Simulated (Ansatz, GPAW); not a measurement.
# STM contrast on NO/Co(0001), part 2 of 3

What would a tunnelling microscope show on NO/Co(0001)?

GPAW 26.7.0 and Ansatz 0.2.0; Ansatz plane waves; slab in vacuum with a dipole correction, relaxation; PAW set soft_1 (the session's first sound run).

So far: Set-up; Relaxation.

## (2) Relaxation (continued)

Table of valence density, planar mean by z:

| z (Å) | density (e/Å³) | rho spin (e/Å³) |
| --- | --- | --- |
| 5.0 | 7.1e-5 | -1.7e-5 |
| 5.5 | 2.5e-4 | -4.8e-5 |
| 6.0 | 8.8e-4 | -1.4e-4 |
| 6.5 | 0.00311 | -3.5e-4 |
| 7.0 | 0.0109 | -7.7e-4 |
| 7.5 | 0.0387 | -6.7e-4 |
| 8.0 | 0.140 | 0.00852 |
| 8.5 | 0.941 | 0.0957 |
| 9.0 | 3.95 | 0.451 |
| 9.5 | 0.992 | 0.0954 |
| 10.0 | 0.304 | -0.0118 |
| 10.5 | 0.867 | 0.0726 |
| 11.0 | 4.01 | 0.454 |
| 11.5 | 1.15 | 0.110 |
| 12.0 | 0.312 | -0.00792 |
| 12.5 | 0.730 | 0.0551 |
| 13.0 | 3.85 | 0.432 |
| 13.5 | 1.34 | 0.129 |
| 14.0 | 0.330 | -0.00952 |
| 14.5 | 0.862 | 0.0567 |
| 15.0 | 3.90 | 0.365 |
| 15.5 | 1.21 | 0.0909 |
| 16.0 | 0.355 | 0.00204 |
| 16.5 | 0.219 | -0.00326 |
| 17.0 | 0.177 | -9.2e-4 |
| 17.5 | 0.310 | -0.0141 |
| 18.0 | 0.104 | -0.00233 |
| 18.5 | 0.0136 | -2.3e-4 |
| 19.0 | 0.00177 | -3.4e-5 |
| 19.5 | 2.4e-4 | -6.9e-6 |

Site moment by atom:

```
atom  site moment (μB)
 Co1              1.81
 Co2              1.74
 Co3              1.69
 Co4              1.24
 Co5              1.81
 Co6              1.75
 Co7              1.82
 Co8              1.86
 Co9              1.81
Co10              1.74
Co11              1.69
Co12              1.24
Co13              1.81
Co14              1.74
Co15              1.69
Co16              1.24
 N17             -0.06
 O18             -0.10
```

The relaxation lowered the energy of the cell by 0.479 eV.

## (3) The slab's potential

The work function is the vacuum plateau of the electrostatic potential less the Fermi level; a dipole layer lets the two faces have plateaus of their own.

This step: GPAW, PAW setups; slab in vacuum (GPAW 26.7.0).

The input, run.py:

```python
import json
import numpy as np
from ase import Atoms
from ase.dft.stm import STM
from gpaw import GPAW, PW

slab = Atoms(
    ['Co', 'Co', 'Co', 'Co', 'Co', 'Co', 'Co', 'Co', 'Co', 'Co', 'Co', 'Co', 'Co', 'Co', 'Co', 'Co', 'N', 'O'],
    positions=[
        [2.51000, 1.44915, 9.00000],
        [0.00000, 0.00000, 11.03561],
        [2.50709, 1.45026, 13.06966],
        [-0.02111, 0.01121, 15.06873],
        [3.76500, 3.62287, 9.00000],
        [1.25500, 2.17372, 11.03561],
        [3.76500, 3.62235, 13.05945],
        [1.25500, 2.17275, 14.97479],
        [5.02000, 1.44915, 9.00000],
        [2.51000, 0.00000, 11.03561],
        [5.02291, 1.45026, 13.06966],
        [2.53111, 0.01121, 15.06873],
        [6.27500, 3.62287, 9.00000],
        [3.76500, 2.17372, 11.03561],
        [6.27500, 3.61910, 13.06970],
        [3.76500, 2.14798, 15.06838],
        [1.25500, -0.72614, 16.24988],
        [1.25500, -0.72743, 17.46764]],
    cell=[[5.02, 0.0, 0.0], [2.51, 4.34745, 0.0], [0.0, 0.0, 26.80534]],
    pbc=[True, True, False],
    magmoms=[1.7, 1.7, 1.7, 1.7, 1.7, 1.7, 1.7, 1.7, 1.7, 1.7, 1.7, 1.7, 1.7, 1.7, 1.7, 1.7, 0.0, 0.0])

slab.calc = GPAW(mode=PW(500), xc='PBE', kpts={'size': (7, 7, 1), 'gamma': True},
                 occupations={'name': 'fermi-dirac', 'width': 0.1}, nbands='160%',
                 convergence={'density': 1e-05}, maxiter=200,
                 poissonsolver={'dipolelayer': 'xy'},
                 symmetry={'tolerance': 1e-3}, txt='slab.txt')
result = {}
energy = slab.get_potential_energy()
fermi = slab.calc.get_fermi_level()
v = slab.calc.get_electrostatic_potential().mean((0, 1)) - fermi
n = slab.calc.get_pseudo_density().mean((0, 1))
L = slab.cell[2, 2]
z = np.arange(len(v)) * L / len(v)
low, high = slab.positions[:, 2].min(), slab.positions[:, 2].max()
below, above = np.interp([low - 6.8, high + 6.8], z, v)
slopes = [np.interp(x, z, np.gradient(v, z)) for x in (low - 6.8, high + 6.8)]
eps = np.array([[slab.calc.get_eigenvalues(k, s) for k in range(len(slab.calc.get_ibz_k_points()))]
                for s in range(slab.calc.get_number_of_spins())]) - fermi
top, bottom = eps[eps < 0].max(), eps[eps > 0].min()
dipole = slab.get_dipole_moment()[2]
print(f'energy {energy:.4f} eV, Fermi level {fermi:.4f} eV, dipole {dipole:.5f} e A')
print(f'potential 6.8 A off the faces, from the Fermi level: lower {below:.4f} eV, upper {above:.4f} eV')
print(f'slope of the potential there: lower {slopes[0]:.5f}, upper {slopes[1]:.5f} eV/A')
print(f'nearest levels on the mesh: {top:.4f} and {bottom:.4f} eV')
print('magnetic moment', round(slab.get_magnetic_moment(), 3))
result.update(energy=energy, fermi=fermi, dipole=dipole, below=below, above=above, slopes=slopes, edges=[top, bottom],
              z=z.tolist(), v=v.tolist(), n=n.tolist(), positions=slab.positions.tolist(),
              forces=slab.get_forces(apply_constraint=False).tolist(), moments=slab.get_magnetic_moments().tolist())

# Images need the states of the whole zone, up to time reversal
slab.calc = slab.calc.fixed_density(symmetry={'point_group': False}, txt='states.txt', nbands='250%',
                                    convergence={'bands': 'CBM+1.8'})
stm = STM(slab)
result['stm'] = []
for bias in [-2.0, -1.0, 1.5]:
    height = high + 3.0
    current = stm.get_averaged_current(bias, height)
    x, y, h = stm.scan(bias, current)
    i, f = divmod(height / L * stm.ldos.shape[2], 1)
    I = abs((1 - f) * stm.ldos[:, :, int(i)] + f * stm.ldos[:, :, int(i) + 1])
    print(f'bias {bias} V: mean current at 3.0 A {current:.4e}, corrugation {np.ptp(h):.4f} A')
    result['stm'].append(dict(bias=bias, current=current, h=(h - high).tolist(), I=I.tolist()))
json.dump(result, open('result.json', 'w'))
```

Launch:

```console
> OMP_NUM_THREADS=1 OPENBLAS_NUM_THREADS=1 python run.py
```

Numbers of over 12 decimals in the logs are rounded to 6 here.

What it wrote:

```text
energy -139.4055 eV, Fermi level -0.2597 eV, dipole -0.10551 e A
potential 6.8 A off the faces, from the Fermi level: lower 5.0032 eV, upper 5.8700 eV
slope of the potential there: lower -0.00057, upper 0.00018 eV/A
nearest levels on the mesh: -0.0090 and 0.0046 eV
magnetic moment 25.501
bias -2.0 V: mean current at 3.0 A 2.8888e-06, corrugation 0.4899 A
bias -1.0 V: mean current at 3.0 A 1.3151e-06, corrugation 0.5489 A
bias 1.5 V: mean current at 3.0 A 3.4324e-06, corrugation 0.3804 A
```

Elapsed: 3.5 h, on 1 thread of Arm Neoverse V2, shared host; peak memory 4.8 GiB.

Numbers from this step:

- dipole along the normal: -0.1055 e·Å
- levels nearest the Fermi level on the mesh: -0.009018, 0.004610 eV from the Fermi level
- upper work function: 5.870 eV
- lower work function: 5.003 eV
- corrugation -2: 0.4899 Å
- corrugation -1: 0.5489 Å
- corrugation 1.5: 0.3804 Å
- sum of the site moments: 26.61 μB

The electrostatic potential energy of an electron (without an applied field's), less the Fermi level, planar mean oscillates, so the rows of the table below give means over windows of 2.01 Å about each position, cut where the curve ends. Its maxima inside the range that stand out by 2 % of the span (Å: eV): 10.1: -0.726, 12.1: -0.770, 14.1: -1.22, 16.9: 2.84. Its minima: 9.0: -23.7, 11.0: -23.8, 13.0: -23.6, 15.0: -23.7, 17.4: 0.423.

Electrostatic potential energy of an electron (without an applied field's), less the Fermi level, planar mean against z; means over each step:

| z (Å) | electrostatic potential energy of an electron (without an applied field's), less the Fermi level, planar mean (eV) |
| --- | --- |
| 1.00 | 5.04 |
| 3.01 | 5.00 |
| 5.02 | 5.00 |
| 7.03 | 4.16 |
| 9.04 | -10.3 |
| 11.05 | -10.5 |
| 13.06 | -10.6 |
| 15.07 | -10.9 |
| 17.08 | 1.33 |
| 19.09 | 5.77 |
| 21.10 | 5.87 |
| 23.11 | 5.87 |
| 25.12 | 5.87 |

The pseudo valence density, planar mean by z:

z (Å), pseudo valence density, planar mean (e/Å³) and a bar:
```
      5.0       0.00 
      5.5       0.00 
      6.0       0.00 
      6.5       0.00 
      7.0       0.01 
      7.5       0.04 #
      8.0       0.14 ##
      8.5       0.61 ##########
      9.0       1.81 ##############################
      9.5       0.64 ###########
     10.0       0.31 #####
     10.5       0.57 ##########
     11.0       1.69 ############################
     11.5       0.68 ###########
     12.0       0.31 #####
     12.5       0.55 #########
     13.0       1.73 #############################
     13.5       0.77 #############
     14.0       0.33 ######
     14.5       0.58 ##########
     15.0       1.68 ############################
     15.5       0.72 ############
     16.0       0.35 ######
     16.5       0.22 ####
     17.0       0.18 ###
     17.5       0.31 #####
     18.0       0.10 ##
     18.5       0.01 
     19.0       0.00 
     19.5       0.00 
     20.0       0.00
```

Tip height over the top atom over a1 and a2. Sample bias -2 V, constant current at the mean current 3.0 Å over the top atom.

Values in Å, 12 rows by 16 columns, each cell a mean:
```
3.05 3.11 3.13 3.13 3.12 3.13 3.14 3.13 3.10 3.01 2.97 2.95 2.86 2.90 2.96 2.97
3.01 3.09 3.12 3.12 3.09 3.05 3.10 3.13 3.13 3.09 3.01 2.99 2.95 2.88 2.95 2.98
2.97 3.05 3.11 3.13 3.11 3.08 3.08 3.12 3.13 3.12 3.07 2.99 2.97 2.90 2.88 2.96
2.98 2.98 3.04 3.10 3.12 3.12 3.11 3.12 3.13 3.12 3.08 3.01 2.97 2.96 2.85 2.89
2.89 2.92 2.95 3.01 3.07 3.10 3.11 3.12 3.11 3.11 3.07 3.01 2.95 2.93 2.87 2.79
2.77 2.87 2.92 2.97 2.98 3.01 3.03 3.06 3.06 3.04 3.01 2.98 2.97 2.95 2.89 2.80
2.81 2.82 2.81 2.89 2.94 2.97 2.98 2.96 2.97 2.96 2.96 2.98 2.97 2.93 2.84 2.79
2.93 2.92 2.91 2.91 2.88 2.89 2.91 2.94 2.92 2.87 2.93 2.95 2.91 2.87 2.87 2.89
2.98 2.95 2.96 2.99 2.97 2.96 2.90 2.85 2.83 2.85 2.86 2.83 2.83 2.88 2.94 2.98
2.98 3.01 3.04 3.03 3.01 3.00 2.99 2.95 2.88 2.80 2.72 2.73 2.81 2.92 2.97 2.98
3.02 3.08 3.11 3.11 3.11 3.08 3.02 2.98 2.93 2.89 2.83 2.75 2.85 2.90 2.92 2.97
3.05 3.11 3.13 3.14 3.14 3.14 3.11 3.07 3.00 2.93 2.92 2.84 2.81 2.91 2.91 2.98
```
Columns: a1 from 0 to 0.963; rows upwards: a2 from 0 to 0.963.

Local density of states summed over the bias window over a1 and a2. Sample bias -2 V, constant height 3.0 Å over the top atom.

Ten even steps from '_' (1.29 × 1e-6 arbitrary) to '@' (4.64 × 1e-6 arbitrary):
```
**##@@@@@@%%%%%%%%%%@@@@@@@@##++----==--..__::==----==
++##%%@@@@%%########%%@@@@@@%%**==--====::__..--==----
==**%%@@%%%%##******####%%@@@@%%++==--====..__::====--
==**%%@@@@%%##**++++**##%%@@@@@@##++====++--....====--
--++##%%@@%%##**++++++**##%%@@@@%%**==--====....::====
--==**%%@@%%%%##****++**##%%%%@@@@##++--====::__..--==
==--++**%%%%%%%%##******##%%%%@@%%##**==--==--..__::==
==----++**##%%%%%%########%%%%%%%%##**==--====--....==
========++**##%%@@%%%%%%%%%%@@@@%%##**++======--....::
::------==++**%%%%%%%%%%%%%%@@@@%%##**++==------..__..
..::------==++**##%%%%%%@@%%%%%%%%##**====----::....__
......--------==++**####%%%%%%####**++==--==--::......
::....::--==------==++**********++++==----====--....::
::::....::======------====++++====--------====--......
......__..::--======------------------======----..__..
..............::--======--------------======::........
::::::::::::..__..::--======--------====----..____..::
==--------==--::........::----::::------::........::==
====----========--::..____..::::..::::::..____..::--==
====================--..________......______..::======
----====++====----==++==::..______....____..::--==++==
====++++****++++==========--::____..::..__..--========
==++**##########**++==----==--::....::......--==------
==**##%%%%%%%%%%%%##++==--------::..........::--------
++**%%@@@@@@@@@@@@@@##**==------::::..____..::------==
**##%%@@@@@@@@@@@@@@@@%%##++==------::____..--------==
**##%%@@@@@@%%@@@@@@@@@@%%##++==----==::__..--==----==
```
Columns: a1 from 0 to 0.963; rows upwards: a2 from 0 to 0.963.

Tip height over the top atom over a1 and a2. Sample bias -1 V, constant current at the mean current 3.0 Å over the top atom.

Ten even steps from '0' (2.65 Å) to '9' (3.20 Å):
```
678999999999887655443234456
678899999999988765543334555
678899999999998766554333555
667899999999998876655433455
567899999999999887655433455
567889999999999988655543345
556788999999999988765554345
656678899999999988765664345
555667889999999988766565324
455566788888888888765555322
355456678888888888766555432
345555566777888777665555543
244456556666777766655655443
223345655556666665555565333
343224555555555555555554322
444323344555444444555444322
455444333344443334444433344
555555543333343333443333345
655556654433333333333333446
555555555543322223222234455
556666655554432111112234555
566677666555543210012234555
667777777665544321002334455
678888888766544333112333455
678889998877654333212333456
678899999888765433322233456
678899999998876544432234456
```
Columns: a1 from 0 to 0.963; rows upwards: a2 from 0 to 0.963.

Local density of states summed over the bias window over a1 and a2. Sample bias -1 V, constant height 3.0 Å over the top atom.

Ten even steps from '0' (0.62 × 1e-6 arbitrary) to '9' (2.11 × 1e-6 arbitrary):
```
578999999999986432321013223
578999999999998643331012333
468899888899998753343112333
457899988889999864344211343
357899998889999986434311233
346899899889999987533321133
334688889988998887643431124
434568888988999887643443123
443456889988899987654443212
233345688988889987654333111
123334567788888887544332211
112333345667777766543432211
211234333445666654433443212
211124433333444443333443111
111112333333333333333333111
111111122343222222334321111
222222111233322222333211122
433334321111222212221111124
443334432210011111111011234
344344333431000000000012343
334444333443210001000012343
345555544333321001100023333
456777765433332101110122333
457888888654322210000112223
567899999875432221000112233
578999999987653222100122234
578999999999865322210022234
```
Columns: a1 from 0 to 0.963; rows upwards: a2 from 0 to 0.963.

Tip height over the top atom over a1 and a2. Sample bias 1.5 V, constant current at the mean current 3.0 Å over the top atom.

Ten even steps from '_' (2.76 Å) to '@' (3.14 Å):
```
##%%%%@@@@%%######%%@@@@@@%%%%##**++**++----==++++++**
##%%%%@@@@%%********##@@@@@@%%%%**++++++==----++++++**
**%%@@@@@@%%**********##@@@@@@@@%%**++++==------++++++
**%%@@@@@@%%************##@@@@@@@@##******==----==**++
****%%%%%%%%##************%%@@@@@@%%******++==--==****
++**##%%%%@@%%************%%@@@@%%%%********==----++**
++++**##%%@@@@%%**********%%@@@@@@%%##**++++==--::--++
++++++**%%%%@@@@%%##****##%%@@@@@@%%##**++++++--::::==
====++**##%%%%%%%%%%%%%%%%%%%%@@@@%%####**++++==::..--
--====++**##%%%%%%%%@@@@@@@@@@%%%%%%####**======::....
::------++****##%%%%@@%%%%%%@@@@%%%%##****==------..__
..------==++++**##%%%%%%%%%%%%%%%%%%****++++==----::__
__..::--==++++++****##%%######%%####**++++++++==--::__
____....--==++++++++++****######****++**++++++==::..__
..........::--++****++++++**##****++++++**++==--::..__
::--::......::--==++++++++++++++++++++++++++==--::....
----==----::::------==++++++++====++++++==------::::--
++==--======------------==++========++++==----------==
++++======++++++++==----------======------------==++++
++++++++++++++******==----::....----::....------==****
++++********++++******++==--......::......::====++****
******######********++++**++--::..____....::==++++++**
**####%%%%%%%%%%####**++++**++==--::____----==++++++++
**%%%%%%@@@@@@%%%%%%%%******++====--....--======++++**
##%%@@@@@@@@@@@@@@@@@@%%##****======::....--====++****
##%%@@@@@@@@@@@@@@@@@@@@%%####**++==--....::====++**##
##%%%%@@@@@@@@@@@@@@@@@@%%%%####**++++--..::==++++**##
```
Columns: a1 from 0 to 0.963; rows upwards: a2 from 0 to 0.963.

Local density of states summed over the bias window over a1 and a2. Sample bias 1.5 V, constant height 3.0 Å over the top atom.

Values in units of 1e-6 arbitrary, 12 rows by 16 columns, each cell a mean:
```
4.1 4.6 4.5 4.0 3.8 3.8 4.3 4.7 4.5 3.9 3.3 3.2 2.6 2.8 3.2 3.3
3.8 4.6 4.6 3.9 3.5 3.4 3.6 4.1 4.7 4.7 3.7 3.4 3.0 2.5 3.1 3.3
3.3 3.9 4.5 4.4 3.8 3.4 3.4 3.7 4.4 4.8 4.2 3.5 3.3 2.7 2.6 3.2
3.1 3.3 4.0 4.6 4.4 4.0 3.9 4.0 4.3 4.8 4.5 3.7 3.2 3.0 2.4 2.6
2.6 2.8 3.2 3.7 4.2 4.5 4.6 4.5 4.6 4.7 4.2 3.7 3.2 2.9 2.5 2.1
2.4 2.4 2.8 3.1 3.3 3.7 4.1 4.1 4.2 4.2 3.7 3.3 3.2 3.0 2.5 2.3
2.3 2.2 2.3 2.6 3.0 3.3 3.2 3.3 3.6 3.5 3.2 3.3 3.3 2.9 2.4 2.1
2.8 2.7 2.8 2.6 2.5 2.7 2.8 3.1 3.1 2.9 3.1 3.2 2.8 2.5 2.4 2.6
3.2 3.2 3.2 3.3 3.3 3.2 2.7 2.6 2.5 2.5 2.6 2.5 2.5 2.6 3.0 3.4
3.4 3.7 4.0 3.9 3.6 3.5 3.3 3.2 2.8 2.4 2.6 2.5 2.4 3.0 3.3 3.3
4.0 4.5 4.7 4.9 4.7 4.5 4.0 3.5 3.3 2.8 2.6 2.5 2.5 2.8 3.2 3.4
4.2 4.7 4.8 4.6 4.6 4.7 4.9 4.4 3.9 3.4 3.0 2.6 2.4 3.0 3.2 3.7
```
Columns: a1 from 0 to 0.963; rows upwards: a2 from 0 to 0.963.

Site moment by atom:

| atom | site moment (μB) |
| --- | --- |
| Co1 | 1.80 |
| Co2 | 1.74 |
| Co3 | 1.68 |
| Co4 | 1.30 |
| Co5 | 1.81 |
| Co6 | 1.75 |
| Co7 | 1.82 |
| Co8 | 1.85 |
| Co9 | 1.80 |
| Co10 | 1.74 |
| Co11 | 1.69 |
| Co12 | 1.30 |
| Co13 | 1.80 |
| Co14 | 1.74 |
| Co15 | 1.69 |
| Co16 | 1.30 |
| N17 | -0.05 |
| O18 | -0.11 |

Force by atom:

```csv
atom,x (eV/Å),y (eV/Å),z (eV/Å),size
Co1,0.001,0.000,0.403,0.403
Co2,-0.005,0.003,-0.502,0.502
Co3,0.010,-0.006,-0.024,0.027
Co4,-0.112,0.065,-0.078,0.151
Co5,0.000,0.000,0.459,0.459
Co6,0.000,0.000,-0.345,0.345
Co7,0.001,-0.001,0.002,0.002
Co8,0.001,-0.001,0.091,0.091
Co9,-0.001,0.000,0.403,0.403
Co10,0.006,0.003,-0.503,0.503
Co11,-0.008,-0.006,-0.022,0.024
Co12,0.116,0.063,-0.076,0.153
Co13,0.000,0.001,0.403,0.403
Co14,0.000,-0.006,-0.503,0.503
Co15,0.001,0.010,-0.022,0.024
Co16,0.003,-0.132,-0.076,0.153
N17,-0.001,0.001,0.464,0.464
O18,0.001,-0.001,-0.098,0.098
```

The potential is flat to 5.7e-4 eV/Å where it is read, so the vacuum is wide enough. The geometry is the other program's minimum; here the largest force on a free atom is 0.46 eV/Å.

(Part 2 of 3 ends here.)

[Logs are printed without paths, hosts, clocks, repeated set-up lines and the standing remarks that a program may print on its own settings, such as how far it seeks lower states.]

[Hosts, paths, dates, database ids (printed as entryN), source tags and the programs' standing remarks are cut or masked in the printed files.]
